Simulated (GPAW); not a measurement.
# A Ag chain with one Pd atom in line: transmission at several levels, part 2 of 2

Aim: T(E), conductance and thermopower of a Ag chain with one Pd atom in line, and what cheaper settings cost in accuracy.

GPAW 26.7.0; GPAW LCAO, PAW setups; Landauer transmission from Green's functions with principal layers (ASE), zero bias.

So far, transmission at the Fermi level (one spin): step 2 (GPAW, dzp, PBE, GPAW) 0.446; step 3 (basis szp(dzp), PBE, GPAW) 0.404; step 4 (basis sz(dzp), PBE, GPAW) 0.444; step 5 (LDA) 0.472.

## Step 8: Basis sz(dzp), temperature 30, broadening 0.001

A smaller basis is cheaper in every inversion. Temperature enters only through the Fermi window. The broadening keeps the Green's functions finite; too large a value absorbs electrons where channels are open and leaks them where none are.

This step: GPAW LCAO, PAW setups; Landauer transmission from Green's functions with principal layers (ASE), zero bias (GPAW 26.7.0).

run.py

```python
import json
import numpy as np
from ase import Atoms
from ase.transport.calculators import TransportCalculator
from gpaw import GPAW, FermiDirac
from gpaw.lcao.tools import get_lcao_hamiltonian
from scipy.linalg import eigh

# The junction with lead layers at both ends, along the third cell vector
device = Atoms(
    ['Ag', 'Ag', 'Ag', 'Ag', 'Ag', 'Ag', 'Pd', 'Ag', 'Ag', 'Ag', 'Ag', 'Ag', 'Ag'],
    positions=[
        [4.50000, 4.50000, 1.33000],
        [4.50000, 4.50000, 3.99000],
        [4.50000, 4.50000, 6.65000],
        [4.50000, 4.50000, 9.31000],
        [4.50000, 4.50000, 11.97000],
        [4.50000, 4.50000, 14.63000],
        [4.50000, 4.50000, 17.18570],
        [4.50000, 4.50000, 19.74140],
        [4.50000, 4.50000, 22.40140],
        [4.50000, 4.50000, 25.06140],
        [4.50000, 4.50000, 27.72140],
        [4.50000, 4.50000, 30.38140],
        [4.50000, 4.50000, 33.04140]],
    cell=[[9.0, 0.0, 0.0], [0.0, 9.0, 0.0], [0.0, 0.0, 34.3714]],
    pbc=True)

# One principal layer of the lead: the first 4 atoms of the device
lead = Atoms(
    ['Ag', 'Ag', 'Ag', 'Ag'],
    positions=[
        [4.50000, 4.50000, 1.33000],
        [4.50000, 4.50000, 3.99000],
        [4.50000, 4.50000, 6.65000],
        [4.50000, 4.50000, 9.31000]],
    cell=[[9.0, 0.0, 0.0], [0.0, 9.0, 0.0], [0.0, 0.0, 10.64]],
    pbc=True)

settings = dict(mode='lcao', basis='sz(dzp)', xc='PBE', h=0.2,
                occupations=FermiDirac(0.1), maxiter=250,
                mixer=dict(beta=0.1, nmaxold=8, weight=100.0),
                convergence=dict(density=0.0001))
energies = np.arange(-2, 2 + 1e-9, 0.05)
eta = 0.001
n1, n2 = 1, 1
# k and -k transmit alike, so half of the mesh across the current serves
mesh = [(i, j) for i in range(n1) for j in range(n2) if (i, j) <= (-i % n1, -j % n2)]
weights = np.array([1 if (i, j) == (-i % n1, -j % n2) else 2 for i, j in mesh]) / (n1 * n2)

# [... helper functions left out ...]
fermi_lead = ground_state(lead, (1, 1, 11), 'lead.txt')
fermi_device = ground_state(device, (1, 1, 3), 'device.txt')
# [... loop over the mesh left out, but for ...]
        # Shift the lead onto the potential of the device's first layer
        shift = ((H[:, 0, 0] - H0[:, 0, 0]) / S0[0, 0]).real.mean()
# [...]
kT = 8.617333e-5 * 30
bias = [0.1, 0.2, 0.5, 1.0, 1.5, 2.0]
# [... integrals and printing left out ...]
```

Launch:

```
OMP_NUM_THREADS=1 OPENBLAS_NUM_THREADS=1 python run.py
```

The job ended after 84 s (1 thread of Arm Neoverse N1, shared host; peak memory 1.2 GiB).

This step gave:

```yaml
conductance: 0.4348 G₀
thermopower: -3.436 μV/K
largest_coupling_past_the_next_principal_layer: 3.59e-5 eV
largest_misfit_of_the_first_principal_layer: 0.02064 eV
shift_that_aligns_the_lead: -0.001069 eV
basis_functions_of_the_junction: 156
basis_functions_of_a_principal_layer: 48
transmission_at_the_fermi_level_one_spin: 0.4361
```

One spin. The transmission, zone mean by energy, zero at the Fermi level:

```csv
energy (eV),"transmission, zone mean"
-2.000,1.30
-1.800,1.07
-1.600,0.497
-1.400,2.2e-5
-1.200,1.9e-9
-1.000,0.175
-0.900,0.922
-0.800,0.830
-0.600,0.486
-0.400,0.152
-0.200,0.0285
0.000,0.436
0.200,0.705
0.400,0.822
0.600,0.887
0.800,0.927
1.000,0.951
1.200,0.965
1.400,0.972
1.600,0.977
1.800,0.981
2.000,0.985
```

Crossings of the lead's bands, unfolded to its shortest repeat. Table of open channels, zone mean by energy, zero at the Fermi level:

energy (eV), open channels, zone mean and a bar:
```
    -2.00       3.00 ##############################
    -1.90       3.00 ##############################
    -1.80       3.00 ##############################
    -1.70       3.00 ##############################
    -1.55       1.00 ##########
    -1.45       1.00 ##########
    -1.35       0.00 
    -1.25       0.00 
    -1.15       0.00 
    -1.05       1.00 ##########
    -0.90       1.00 ##########
    -0.80       1.00 ##########
    -0.70       1.00 ##########
    -0.60       1.00 ##########
    -0.50       1.00 ##########
    -0.40       1.00 ##########
    -0.25       1.00 ##########
    -0.15       1.00 ##########
    -0.05       1.00 ##########
     0.00       1.00 ##########
     0.05       1.00 ##########
     0.15       1.00 ##########
     0.25       1.00 ##########
     0.40       1.00 ##########
     0.50       1.00 ##########
     0.60       1.00 ##########
     0.70       1.00 ##########
     0.80       1.00 ##########
     0.90       1.00 ##########
     1.05       1.00 ##########
     1.15       1.00 ##########
     1.25       1.00 ##########
     1.35       1.00 ##########
     1.45       1.00 ##########
     1.55       1.00 ##########
     1.70       1.00 ##########
     1.80       1.00 ##########
     1.90       1.00 ##########
     2.00       1.00 ##########
```

Not self-consistent under bias; the bias window is split evenly. Current through one cell, from the zero-bias transmission against bias:

```csv
bias (V),"current through one cell, from the zero-bias transmission (μA)"
0.100,3.33
0.200,6.54
0.500,15.3
1.000,33.3
1.500,60.8
2.000,93.2
```

The transmission of the three most open eigenchannels by energy, zero at the Fermi level:

| energy (eV) | channel 1 | channel 2 | channel 3 |
| --- | --- | --- | --- |
| -2.00 | 0.626 | 0.336 | 0.336 |
| -1.90 | 0.592 | 0.308 | 0.308 |
| -1.80 | 0.542 | 0.265 | 0.265 |
| -1.70 | 0.475 | 0.195 | 0.195 |
| -1.55 | 0.322 | 4.2e-7 | 4.2e-7 |
| -1.45 | 0.119 | 2.1e-9 | 4.9e-11 |
| -1.35 | 4.4e-9 | 2.8e-9 | 0 |
| -1.25 | 2.1e-9 | 1.5e-11 | 0 |
| -1.15 | 5.4e-10 | 1.4e-10 | 0 |
| -1.05 | 8.5e-4 | 1.6e-6 | 0 |
| -0.90 | 0.922 | 5.8e-10 | 0 |
| -0.80 | 0.830 | 9.0e-10 | 0 |
| -0.70 | 0.649 | 1.0e-9 | 0 |
| -0.60 | 0.486 | 1.1e-9 | 0 |
| -0.50 | 0.321 | 1.1e-9 | 0 |
| -0.40 | 0.152 | 1.1e-9 | 0 |
| -0.25 | 8.5e-5 | 6.3e-9 | 0 |
| -0.15 | 0.105 | 1.3e-9 | 0 |
| -0.05 | 0.329 | 1.3e-9 | 0 |
| 0.00 | 0.436 | 1.2e-9 | 0 |
| 0.05 | 0.527 | 1.2e-9 | 0 |
| 0.15 | 0.658 | 1.2e-9 | 0 |
| 0.25 | 0.742 | 1.2e-9 | 0 |
| 0.40 | 0.822 | 1.2e-9 | 0 |
| 0.50 | 0.858 | 1.1e-9 | 0 |
| 0.60 | 0.887 | 1.1e-9 | 0 |
| 0.70 | 0.910 | 1.1e-9 | 0 |
| 0.80 | 0.927 | 1.1e-9 | 0 |
| 0.90 | 0.941 | 1.0e-9 | 0 |
| 1.05 | 0.956 | 9.8e-10 | 0 |
| 1.15 | 0.962 | 9.5e-10 | 0 |
| 1.25 | 0.967 | 9.2e-10 | 0 |
| 1.35 | 0.971 | 8.9e-10 | 0 |
| 1.45 | 0.974 | 8.6e-10 | 0 |
| 1.55 | 0.976 | 8.3e-10 | 0 |
| 1.70 | 0.979 | 7.8e-10 | 0 |
| 1.80 | 0.981 | 7.5e-10 | 0 |
| 1.90 | 0.983 | 7.2e-10 | 0 |
| 2.00 | 0.985 | 6.9e-10 | 0 |

With these changes, and at 30 K in place of 77 K, the conductance is 0.435 G₀ against 0.443 in the dzp run; T at the Fermi level, which temperature doesn't enter, is 0.436 against 0.446.

## Step 9: A second varied run

A last run, with other settings again.

Changes to run.py since step 8:

```diff
@@ -39,4 +39,4 @@
 
-settings = dict(mode='lcao', basis='sz(dzp)', xc='PBE', h=0.2,
-                occupations=FermiDirac(0.1), maxiter=250,
+settings = dict(mode='lcao', basis='dzp', xc='PBE', h=0.5,
+                occupations=FermiDirac(0.1), maxiter=75,
                 mixer=dict(beta=0.1, nmaxold=8, weight=100.0),
@@ -44,3 +44,3 @@
 energies = np.arange(-2, 2 + 1e-9, 0.05)
-eta = 0.001
+eta = 0.0001
 n1, n2 = 1, 1
@@ -57,3 +57,3 @@
 # [...]
-kT = 8.617333e-5 * 30
+kT = 8.617333e-5 * 77
 bias = [0.1, 0.2, 0.5, 1.0, 1.5, 2.0]
```

Run time: 67 s. Hardware: 1 thread; peak memory 0.44 GiB.

The run finished. A setting was moved off its sound value on purpose, so it serves as a test and not as the result.

The fault put into the input: a grid far too coarse (h = 0.5).

Side by side:

```csv
quantity,this run,sound run,difference
conductance (G₀),0.45512,0.44281,0.0123
thermopower (μV/K),-10.723,-9.1600,-1.56
largest coupling past the next principal layer (eV),3.562e-5,3.555e-5,6.6e-8
largest misfit of the first principal layer (eV),0.58114,0.030030,0.551
shift that aligns the lead (eV),-0.0036069,0.0016389,-0.00525
transmission at the Fermi level (one spin),0.46021,0.44627,0.0139
```

The two runs differ clearly in the largest misfit of the first principal layer: 0.581 eV against 0.0300 eV.

## Step 10: Summary of results

```
conductance                                        : 0.443 G₀
transmission at the Fermi level, mean of the spins : 0.446
thermopower                                        : -9.16 μV/K
open channels of the lead there                    : 1
```

In the dzp basis the junction conducts 0.443 G₀ at 77 K, with T = 0.446 a spin at the Fermi level; the sz basis reaches that conductance within 10 %. The scatterer reflects about 55 % of the incoming channels at the Fermi level. At the Fermi level one eigenchannel carries the current (0.45). The negative thermopower says that the thermally weighted transmission is larger above the Fermi level, as for electron-like transport. Measured against the first run (dzp), the nearest curve is that of szp (r.m.s. 0.079) and the farthest that of sz (0.23). Over the compared runs wall time goes from 84 s (sz) to 172 s (dzp), on a shared host. The geometry was built from estimated bond lengths and not relaxed, so the numbers describe this model structure. The run had no spin polarisation, so a magnetic state, which chains and small molecules with open shells often have, wasn't tested. An evenly spaced straight chain is an idealisation: free chains tend to dimerise, zigzag or, where a band edge lies near the Fermi level, turn magnetic. The currents use the zero-bias T(E) throughout, which holds only while the bias is small against the distance to the nearest feature. The energy step is wider than the thermal energy, so the conductance and thermopower rest on interpolation of T(E).

[Logs are printed without paths, hosts, clocks, repeated set-up lines and the standing remarks that a program may print on its own settings, such as how far it seeks lower states.]

[Hosts, paths, dates, database ids (printed as entryN), source tags and the programs' standing remarks are cut or masked in the printed files.]
